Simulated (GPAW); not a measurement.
# zinc-blende (AlAs)₁₋ₓ(InAs)ₓ at x = 0.25: the As K absorption edge, part 2 of 3

Aim: the As K edge in zinc-blende (AlAs)₁₋ₓ(InAs)ₓ at x = 0.25, one member of a composition series.

GPAW 26.7.0; X-ray absorption from dipole matrix elements to empty bands, plane-wave PAW LDA.

So far. Step 3 (The field without a hole): The mesh shows a gap of 1.06 eV. The excited electron is kept all the same, so that all members of the series, with or without a gap, are treated alike.

## (5) Spectrum with XCH, As atom 2

The holes are 8.1 Å apart. In GPAW the data set carries the hole's charge, so charge=0 means a charged cell and charge=-1 a neutral one. The excited electron is kept in the cell, where it fills the lowest empty states and screens the hole. After the field has converged, empty bands are computed with the density fixed and the dipole matrix elements are summed.

The absorber has 3 Al at 2.46 Å and 1 In at 2.59 Å (distorted tetrahedral).

Input file xas.py:

```python
import numpy as np
from ase import Atoms
from ase.parallel import parprint, paropen
from gpaw import GPAW, PW, FermiDirac, Mixer, MixerDif, setup_paths
from gpaw.test import gen
setup_paths.insert(0, '.')
gen('As', name='fch1s', xcname='LDA', corehole=(1, 0, 1), write_xml=True)
from gpaw.mpi import world
world.barrier()

atoms = Atoms('AlAsAlAsInAsAlAsAlAsAlAsInAsAlAs',
    cell=[[0, 5.76025, 5.76025],
     [5.76025, 0, 5.76025],
     [5.76025, 5.76025, 0]],
    scaled_positions=[[0.9999044, 0.9995958, 0.9979001],
     [0.1291518, 0.1101157, 0.1281278],
     [0.9991946, 0.9991883, 0.498407],
     [0.1251155, 0.1230587, 0.6234912],
     [0.0018021, 0.4995423, 0.9975631],
     [0.1174979, 0.6342014, 0.1331737],
     [0.9993109, 0.4974776, 0.4986238],
     [0.1282588, 0.6288806, 0.6081912],
     [0.4987372, 0.001691, 0.0010418],
     [0.6301892, 0.1106721, 0.1304365],
     [0.5000255, 0.9990879, 0.5009963],
     [0.624129, 0.1240642, 0.6265151],
     [0.503914, 0.5000475, 0.998054],
     [0.6159101, 0.6361187, 0.1357615],
     [0.4977332, 0.4984227, 0.5012997],
     [0.6295945, 0.6288455, 0.6088796]],
    pbc=True)
atoms.calc = calc = GPAW(legacy_gpaw=True, mode=PW(400, force_complex_dtype=True), xc='LDA', setups={1: 'fch1s'},
    kpts={'size': (3, 3, 3), 'gamma': True}, occupations=FermiDirac(0.04),
    charge=-1, mixer=Mixer(0.1, 5, 50), maxiter=150,
    convergence={'density': 0.0001, 'eigenstates': 1e-6}, txt='scf.txt')
energy = atoms.get_potential_energy() + calc.get_reference_energy()
ef = calc.get_fermi_level()
out = dict(energy=energy, fermi=ef, forces=atoms.get_forces().tolist())
parprint(f'all-electron energy {energy:.4f} eV, Fermi level {ef:.4f} eV')
ev = np.array([[calc.get_eigenvalues(k, s) for k in range(len(calc.get_ibz_k_points()))] for s in range(calc.get_number_of_spins())])
out['homo'], out['lumo'], out['counts'] = ev[ev < ef].max(), ev[ev > ef].min(), sorted(set((ev < ef).sum((0, 2)).tolist()))
out['filled'] = (ev[:, 0] < ef).sum(1).tolist()

from ase.units import Ha
from gpaw.xas import dipole_matrix_elements
nb = int(calc.get_number_of_electrons() / 2) + 195
top, nb = nb, nb + 8 + nb // 12
nscf = calc.fixed_density(kpts={'size': (4, 4, 4), 'gamma': True}, nbands=nb,
    convergence={'bands': top, 'eigenstates': 5e-3}, maxiter=60, txt='nscf.txt')
cell = atoms.cell.array
ops = [cell.T @ U.T @ np.linalg.inv(cell.T) for U in nscf.wfs.kd.symmetry.op_scc]
filled = [42]  # bands filled in the ground state, by spin
E = np.arange(-6, 30, 0.1)
fwhm = np.interp(E, [4, 25], [2.14, 3.5])
Y, X, zero, highest = 0, 0, 1e9, 1e9
for spin in range(nscf.get_number_of_spins()):
    wfs = nscf.wfs
    mine = wfs.bd.get_slice()  # this rank's bands
    A = dipole_matrix_elements(wfs.setups[1])
    eps = np.zeros((wfs.kd.nibzkpts, nb))
    d = np.zeros((3, A.shape[1], wfs.kd.nibzkpts, nb), complex)
    for kpt in wfs.kpt_u:
        if kpt.s == spin and 1 in kpt.P_ani:
            eps[kpt.k, mine] = kpt.eps_n * Ha
            d[:, :, kpt.k, mine] = (kpt.weight * wfs.nspins / 2) ** 0.5 * np.inner(A, kpt.P_ani[1])
    world.sum(eps)
    world.sum(d)
    T = np.einsum('amkn,bmkn->abkn', d, d.conj()).real
    T = sum(np.einsum('ai,ijkn,bj->abkn', R, T, R) for R in ops) / len(ops)
    empty = np.ones_like(eps, bool) & (np.arange(nb) >= filled[spin])
    zero, highest = min(zero, eps[empty].min()), min(highest, eps[:, top - 1].min())
    lines = [(eps, T, empty)] if spin == 0 else lines + [(eps, T, empty)]
for eps, T, empty in lines:
    f = np.einsum('aakn->akn', T).reshape(3, -1)
    x = eps.ravel() - zero
    w = np.interp(x, E, fwhm) / 2.35482
    g = np.exp(-0.5 * ((E[:, None] - x) / w) ** 2) / (w * (2 * np.pi) ** 0.5)
    Y = Y + (f * empty.ravel()) @ g.T
    X = X + (f * ~empty.ravel()) @ g.T
out.update(E=E.round(2).tolist(), xas=Y.tolist(), xes=X.tolist(), zero=zero, valid=highest - zero, nk=len(eps), nb=nb)
for i in range(0, len(E), 10):
    parprint(f'{E[i]:7.2f}', *(f'{v:10.3e}' for v in Y[:, i]))
import json
with paropen('out.json', 'w') as f:
    json.dump(out, f)
```

The run is started by

```console
> OMP_NUM_THREADS=1 mpirun -n 4 gpaw python xas.py
```

Numbers of over 12 decimals in the logs are rounded to 6 here.

Log:

```text
Input parameters:
  charge: -1
  convergence: {density: 0.0001,
                eigenstates: 1e-06}
  kpts: {gamma: True,
         size: (3, 3, 3)}
  maxiter: 150
  mixer: {backend: pulay,
          beta: 0.1,
          method: separate,
          nmaxold: 5,
          weight: 50}
  mode: {ecut: 400.0,
         force_complex_dtype: True,
         name: pw}
  occupations: {fixmagmom: False,
                name: fermi-dirac,
                width: 0.04}
  setups: {1: fch1s}

Initialize ...

[... PAW data sets ...]

Reference energy: -838608.144545  # eV

Spin-paired calculation

[... convergence settings ...]
Symmetries present (total): 1
  [... symmetry matrices ...]

27 k-points: 3 x 3 x 3 Monkhorst-Pack grid
14 k-points in the irreducible part of the Brillouin zone
       k-points in crystal coordinates                weights
   0:     0.00000000    0.00000000    0.00000000          1/27
   1:     0.00000000    0.00000000    0.33333333          2/27
   2:     0.00000000    0.33333333   -0.33333333          2/27
   3:     0.00000000    0.33333333    0.00000000          2/27
   4:     0.00000000    0.33333333    0.33333333          2/27
   5:     0.33333333   -0.33333333   -0.33333333          2/27
   6:     0.33333333   -0.33333333    0.00000000          2/27
   7:     0.33333333   -0.33333333    0.33333333          2/27
   8:     0.33333333    0.00000000   -0.33333333          2/27
   9:     0.33333333    0.00000000    0.00000000          2/27
          ...
  13:     0.33333333    0.33333333    0.33333333          2/27

Wave functions: Plane wave expansion
  Cutoff energy: 400.000 eV
  Number of coefficients (min, max): 6879, 6967
  Pulay-stress correction: 0.000000 eV/Ang^3 (de/decut=0.000000)
  Using FFTW library
  Wavefunction extrapolation:
    Improved wavefunction reuse through dual PAW basis

Occupation numbers: Fermi-Dirac:
  width: 0.0400  # eV

Eigensolver
   Davidson(niter=2)

Densities:
  Coarse grid: 40*40*40 grid
  Fine grid: 80*80*80 grid
  Total Charge: 0.000000

Density mixing:
  Method: separate
  Backend: pulay
  Linear mixing parameter: 0.1
  old densities: 5
  Width of damping distribution: 1.1
  Damping of long wavelength oscillations: 50

[... Hamiltonian set-up ...]
Number of atoms: 16
Number of atomic orbitals: 74
Number of bands in calculation: 55
Number of valence electrons: 85
Bands to converge: occupied

... initialized

Initializing position-dependent things.

Density initialized from atomic densities
Creating initial wave functions:
  55 bands from LCAO basis set

                                          Al

                                 Al

                          Al

                               Al
                            As   In
                    As
                        Al
                     As

            As            As
                               In
                  As
        Al          As

           As

Atomic positions and initial magnetic moments

Positions:
   0 Al    11.506076   11.507853   11.517621    ( 0.0000,  0.0000,  0.0000)
   1 As     1.372342    1.481995    1.378241    ( 0.0000,  0.0000,  0.0000)
   2 Al     8.626523    8.626560   11.511185    ( 0.0000,  0.0000,  0.0000)
   3 As     4.300314    4.312162    1.429545    ( 0.0000,  0.0000,  0.0000)
   4 In     8.623701    5.756593    2.887869    ( 0.0000,  0.0000,  0.0000)
   5 As     4.420272    1.443931    4.329976    ( 0.0000,  0.0000,  0.0000)
   6 Al     5.737793    8.628478    8.621876    ( 0.0000,  0.0000,  0.0000)
[...]
13 As     4.446223    4.329816    7.211999    ( 0.0000,  0.0000,  0.0000)
  14 Al     5.758651    5.754679    5.738107    ( 0.0000,  0.0000,  0.0000)
  15 As     7.129606    7.133920    7.248929    ( 0.0000,  0.0000,  0.0000)

Unit cell:
           periodic     x           y           z      points  spacing
  1. axis:    yes    0.000000    5.760250    5.760250    40     0.1663
  2. axis:    yes    5.760250    0.000000    5.760250    40     0.1663
  3. axis:    yes    5.760250    5.760250    0.000000    40     0.1663

  Lengths:   8.146224   8.146224   8.146224
  Angles:   60.000000  60.000000  60.000000

Effective grid spacing dv^(1/3) = 0.1814

iter:   1   -94.271430
iter:   2   -92.653694   -1.92  -0.94
iter:   3   -90.603177   -1.38  -0.99
iter:   4   -90.547516   -2.49  -1.25
iter:   5   -90.439124   -2.63  -1.39
iter:   6   -90.419412   -2.77  -1.87
iter:   7   -90.401826c  -3.68  -2.18
iter:   8   -90.399881c  -4.20  -2.51
iter:   9   -90.398903c  -4.61  -2.73
iter:  10   -90.398846c  -5.75  -3.02
iter:  11   -90.398754c  -5.55  -3.13
iter:  12   -90.398751c  -6.16c -3.44
iter:  13   -90.398759c  -6.80c -3.58
iter:  14   -90.398747c  -6.49c -3.75
iter:  15   -90.398750c  -7.65c -3.89
iter:  16   -90.398746c  -7.31c -4.05c

Converged after 16 iterations.

Dipole moment: (-25.954076, -23.887175, -29.186795) |e|*Ang

Energy contributions relative to reference atoms: (reference = -838608.144545)

Kinetic:       +182.640782
Potential:     -168.757606
External:        +0.000000
XC:            -104.786575
Entropy (-ST):   -0.010284
Local:           +0.509795
SIC:             +0.000000
--------------------------
Free energy:    -90.403888
Extrapolated:   -90.398746

Showing only first 2 kpts
 Kpt  Band  Eigenvalues  Occupancy
  0    40      4.21247    2.00000
  0    41      4.31185    2.00000
  0    42      4.86810    2.00000
  0    43      5.46283    1.99972

  1    40      3.85703    2.00000
  1    41      4.01744    2.00000
  1    42      5.67516    1.94417
[...]
Fermi level: 5.81717

No gap
No difference between direct/indirect transitions

Forces in eV/Ang:
  0 Al   -0.41549   -0.41369   -0.43835
  1 As   -0.17845    0.23592   -0.23262
  2 Al    0.42865    0.43326   -0.43584
  3 As   -0.02253    0.00306    0.06855
  4 In    0.52248   -0.53451    0.55063
  5 As    0.08089    0.07322    0.04240
  6 Al    0.03702   -0.02645   -0.00755
[...]
13 As    0.06872   -0.06831   -0.10554
 14 Al    0.01820    0.02672    0.05521
 15 As    0.01970   -0.01789    0.02888
Scalar-relativistic atomic LDA calculation for As (Arsenic, Z=33)
Core hole in 1s state (1s occupation: 1.0)
600 radial gridpoints.
|------------------------------------------------|
|------------------------------------------------|
[... the atom generator's iteration count ...]

Energy contributions:
-------------------------
Kinetic:    +1848.221203
XC:           -71.222916
Potential:  -3597.180510
-------------------------
Total:      -1820.182222

state      eigenvalue         ekin         rmax
-----------------------------------------------
1s^1.0 :  -444.459913   558.285946        0.030
2s^2.0 :   -58.180552   111.436223        0.167
2p^6.0 :   -52.176827   110.075392        0.132
3s^2.0 :    -8.028461    26.279806        0.509
3p^6.0 :    -5.986494    24.168502        0.501
3d^10.0:    -2.371475    19.328099        0.450
4s^2.0 :    -0.979366     3.858684        1.503
4p^3.0 :    -0.574271     2.680492        1.743
-----------------------------------------------
(units: Bohr and Hartree)

Generating PAW setup
Kinetic energy of the core from tauc = 1852.031774
Cutoffs:
rc(s)=2.000
rc(p)=2.000
rc(d)=2.000
rc(vbar)=1.800
rc(comp)=2.000
rc(nct)=2.000

Kinetic energy of the core states: 1832.462358
Charge: 1.0
Core electrons: 27.0
Valence electrons: 5.0
Pseudo-core charge: 0.757500
Shape function alpha=2.500
Pseudo-electron charge 6.380557
state    eigenvalue         norm
--------------------------------
4s(2) :    -0.979366     1.263349
*s    :     0.020634
4p(3) :    -0.574271     1.032119
*p    :     0.425729
*d    :     0.000000
--------------------------------

Diagonalizing with gridspacing h=0.050

state   all-electron     PAW
-------------------------------
4s:      -0.979366    -0.979786
4p:      -0.574271    -0.574667
*d:                   -0.129500
*f:                   -0.019130
-------------------------------
all-electron energy -838698.5433 eV, Fermi level 5.8172 eV
[...]
27.00  8.722e-08  8.875e-08  8.933e-08
  28.00  7.560e-08  7.715e-08  7.717e-08
  29.00  7.134e-08  7.239e-08  7.192e-08
```

Wall time 5.1 min (4 MPI ranks of Intel Xeon Platinum 8488C (Sapphire Rapids), shared host); peak memory 0.79 GiB; 20 min of CPU time.

The As K spectrum, As atom 2, excited-electron core hole (neutral cell) (energy from the bottom of the conduction band, which holds the excited electron; intensity scaled to a mean of 1 over the first 20 eV):

```
E (eV)  intensity
  -2.0       0.00
  -1.4       0.01
  -0.8       0.04
  -0.2       0.13
   0.4       0.34
   1.0       0.65
   1.6       0.93
   2.2       1.08
   2.8       1.17
   3.4       1.30
   4.0       1.41
   4.6       1.40
   5.2       1.36
   5.8       1.37
   6.4       1.39
   7.0       1.35
   7.6       1.24
   8.2       1.14
   8.8       1.03
   9.4       0.93
  10.0       0.84
  10.6       0.80
  11.2       0.82
  11.8       0.87
  12.4       0.91
  13.0       0.92
  13.6       0.88
  14.2       0.84
  14.8       0.82
  15.4       0.85
  16.0       0.89
  16.6       0.92
  17.2       0.93
  17.8       0.92
  18.4       0.90
  19.0       0.90
  19.6       0.90
  20.2       0.90
  20.8       0.90
  21.4       0.89
  22.0       0.89
  22.6       0.91
  23.2       0.95
  23.8       0.98
  24.4       1.00
  25.0       0.99
  25.6       0.95
  26.2       0.88
  26.8       0.80
  27.4       0.73
  28.0       0.67
```

Main maxima below 27 eV (height): 4.2 eV (1.42), 6.4 eV (1.39), 12.8 eV (0.92), 17.0 eV (0.93) and 24.6 eV (1.00). A K edge sees empty p states on the absorber.

The energy difference (zero at 11881 eV) isn't read as a photon energy: for so heavy an absorber the terms left out (the hole's spin, the functional's error) amount to tens of eV or more.

## (6) Cell without a hole, the energy reference

The absorbing element, whose data set is made anew, changes for the next run, so it gets a reference energy of its own.

Input file scf.py:

```python
import numpy as np
from ase import Atoms
from ase.parallel import parprint, paropen
from gpaw import GPAW, PW, FermiDirac, Mixer, MixerDif, setup_paths
from gpaw.test import gen
setup_paths.insert(0, '.')
gen('Al', name='nch1s', xcname='LDA', corehole=(1, 0, 0), write_xml=True)
from gpaw.mpi import world
world.barrier()

atoms = Atoms('AlAsAlAsInAsAlAsAlAsAlAsInAsAlAs',
    cell=[[0, 5.76025, 5.76025],
     [5.76025, 0, 5.76025],
     [5.76025, 5.76025, 0]],
    scaled_positions=[[0.9999044, 0.9995958, 0.9979001],
     [0.1291518, 0.1101157, 0.1281278],
     [0.9991946, 0.9991883, 0.498407],
     [0.1251155, 0.1230587, 0.6234912],
     [0.0018021, 0.4995423, 0.9975631],
     [0.1174979, 0.6342014, 0.1331737],
     [0.9993109, 0.4974776, 0.4986238],
     [0.1282588, 0.6288806, 0.6081912],
     [0.4987372, 0.001691, 0.0010418],
     [0.6301892, 0.1106721, 0.1304365],
     [0.5000255, 0.9990879, 0.5009963],
     [0.624129, 0.1240642, 0.6265151],
     [0.503914, 0.5000475, 0.998054],
     [0.6159101, 0.6361187, 0.1357615],
     [0.4977332, 0.4984227, 0.5012997],
     [0.6295945, 0.6288455, 0.6088796]],
    pbc=True)
atoms.calc = calc = GPAW(legacy_gpaw=True, mode=PW(400, force_complex_dtype=True), xc='LDA', setups={2: 'nch1s'},
    kpts={'size': (3, 3, 3), 'gamma': True}, occupations=FermiDirac(0.02),
    charge=0, mixer=Mixer(0.1, 5, 50), maxiter=150,
    convergence={'density': 0.0001, 'eigenstates': 1e-6}, txt='scf.txt')
energy = atoms.get_potential_energy() + calc.get_reference_energy()
ef = calc.get_fermi_level()
out = dict(energy=energy, fermi=ef, forces=atoms.get_forces().tolist())
parprint(f'all-electron energy {energy:.4f} eV, Fermi level {ef:.4f} eV')
ev = np.array([[calc.get_eigenvalues(k, s) for k in range(len(calc.get_ibz_k_points()))] for s in range(calc.get_number_of_spins())])
out['homo'], out['lumo'], out['counts'] = ev[ev < ef].max(), ev[ev > ef].min(), sorted(set((ev < ef).sum((0, 2)).tolist()))
out['filled'] = (ev[:, 0] < ef).sum(1).tolist()
import json
with paropen('out.json', 'w') as f:
    json.dump(out, f)
```

The run is started by

```console
> OMP_NUM_THREADS=1 mpirun -n 4 gpaw python scf.py
```

Log:

```text
Input parameters:
  convergence: {density: 0.0001,
                eigenstates: 1e-06}
  kpts: {gamma: True,
         size: (3, 3, 3)}
  maxiter: 150
  mixer: {backend: pulay,
          beta: 0.1,
          method: separate,
          nmaxold: 5,
          weight: 50}
  mode: {ecut: 400.0,
         force_complex_dtype: True,
         name: pw}
  occupations: {fixmagmom: False,
                name: fermi-dirac,
[...]
3s(2) :    -0.287726     1.053448
*s    :     0.712274
3p(1) :    -0.102289     0.999482
*p    :     0.897711
*d    :     0.000000
--------------------------------

Diagonalizing with gridspacing h=0.050

state   all-electron     PAW
-------------------------------
3s:      -0.287726    -0.287811
3p:      -0.102289    -0.102345
*d:                    0.027274
*f:                    0.064816
-------------------------------
all-electron energy -850579.3262 eV, Fermi level 4.8248 eV
[key lines of the parts left out:]
Converged after 15 iterations.
Dipole moment: (-24.985601, -23.098853, -28.213588) |e|*Ang
Free energy:    -80.954868
Fermi level: 4.82476
```

The job ended after 40 s (4 MPI ranks; peak memory 0.34 GiB; 2.7 min of CPU time).

Reference energy: -850579.326 eV with the cores included.

[end of part 2 of 3]

[Banner, clock and machine lines of the logs are left out without a mark of their own.]

[Logs are printed without paths, hosts, clocks, repeated set-up lines and the standing remarks that a program may print on its own settings, such as how far it seeks lower states.]

[Hosts, paths, dates, database ids (printed as entryN), source tags and the programs' standing remarks are cut or masked in the printed files.]

[Lists of maxima count a maximum above −3 eV only where it reaches 4 % of the highest in the window and stands out from its surroundings by 2 % of it (1.5 % where it reaches 55 %); shoulders and weaker maxima are passed over, and of the rest the first, up to two pre-edge ones and the few strongest are named.]
